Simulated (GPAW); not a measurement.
Consider YSi2 (P6/mmm).

```
Y Si
1.0
     3.85000    0.00000    0.00000
    -1.92500    3.33420    0.00000
     0.00000    0.00000    4.14000
Y Si
1 2
Direct
  0.00000 0.00000 0.00000
  0.66667 0.33333 0.50000
  0.33333 0.66667 0.50000
```

Absorber: atom 1, with 12 Si at 3.04 Å (12-fold, site symmetry 6/mmm). Method: GPAW, LDA, excited-electron core hole (neutral cell), 9-atom cell with 5.7 Å between holes, 5×5×5 k points, dipole transitions, Gaussian full width 1.5 eV up to 4 eV, rising linearly to 3.5 eV at 25 eV.

Question: Where do the maxima of the Y L₃ edge fall?

Main maxima up to 30 eV above the zero (height): 1.6 eV (3.17), 12.6 eV (0.55), 17.6 eV (0.62) and 28.6 eV (0.86). At an L edge the dipole rule selects empty d (and weakly s) states on the absorber, and the strong line at the onset measures the empty part of its d band. 

The Y L₃ spectrum (energy from the lowest empty level; intensity scaled to a mean of 1 over the first 20 eV; polarised curves are means over the symmetry-equivalent atoms):

| E (eV) | isotropic | ε ⊥ c | ε ∥ c |
| --- | --- | --- | --- |
| -2.0 | 0.00 | 0.00 | 0.00 |
| -1.0 | 0.09 | 0.09 | 0.08 |
| 0.0 | 0.98 | 1.00 | 0.93 |
| 1.0 | 2.77 | 2.79 | 2.74 |
| 2.0 | 3.02 | 3.07 | 2.91 |
| 3.0 | 2.34 | 2.37 | 2.27 |
| 4.0 | 1.50 | 1.47 | 1.57 |
| 5.0 | 1.05 | 1.01 | 1.13 |
| 6.0 | 0.99 | 0.96 | 1.06 |
| 7.0 | 0.87 | 0.87 | 0.88 |
| 8.0 | 0.69 | 0.70 | 0.69 |
| 9.0 | 0.56 | 0.55 | 0.57 |
| 10.0 | 0.49 | 0.48 | 0.52 |
| 11.0 | 0.49 | 0.49 | 0.50 |
| 12.0 | 0.54 | 0.56 | 0.49 |
| 13.0 | 0.55 | 0.57 | 0.51 |
| 14.0 | 0.50 | 0.50 | 0.49 |
| 15.0 | 0.47 | 0.47 | 0.48 |
| 16.0 | 0.52 | 0.53 | 0.50 |
| 17.0 | 0.60 | 0.62 | 0.56 |
| 18.0 | 0.61 | 0.62 | 0.58 |
| 19.0 | 0.53 | 0.53 | 0.53 |
| 20.0 | 0.44 | 0.44 | 0.45 |
| 21.0 | 0.39 | 0.39 | 0.40 |
| 22.0 | 0.37 | 0.36 | 0.38 |
| 23.0 | 0.39 | 0.38 | 0.40 |
| 24.0 | 0.43 | 0.43 | 0.44 |
| 25.0 | 0.52 | 0.51 | 0.53 |
| 26.0 | 0.65 | 0.63 | 0.68 |
| 27.0 | 0.78 | 0.75 | 0.82 |
| 28.0 | 0.85 | 0.83 | 0.89 |
| 29.0 | 0.86 | 0.85 | 0.87 |
| 30.0 | 0.83 | 0.83 | 0.82 |
| 31.0 | 0.79 | 0.79 | 0.79 |

Only the L₃ part is meant: spin–orbit coupling of the core level isn't computed and the L₂ copy isn't added. The holes are only 5.7 Å apart, so the shape is probably not converged with cell size; no larger cell was run here. The structure is a published determination, not relaxed.

[Banner, clock and machine lines of the logs are left out without a mark of their own.]

[Logs are printed without paths, hosts, clocks, repeated set-up lines and the standing remarks that a program may print on its own settings, such as how far it seeks lower states.]

[Hosts, paths, dates, database ids (printed as entryN), source tags and the programs' standing remarks are cut or masked in the printed files.]

[Lists of maxima count a maximum above −3 eV only where it reaches 4 % of the highest in the window and stands out from its surroundings by 2 % of it (1.5 % where it reaches 55 %); shoulders and weaker maxima are passed over, and of the rest the first, up to two pre-edge ones and the few strongest are named.]
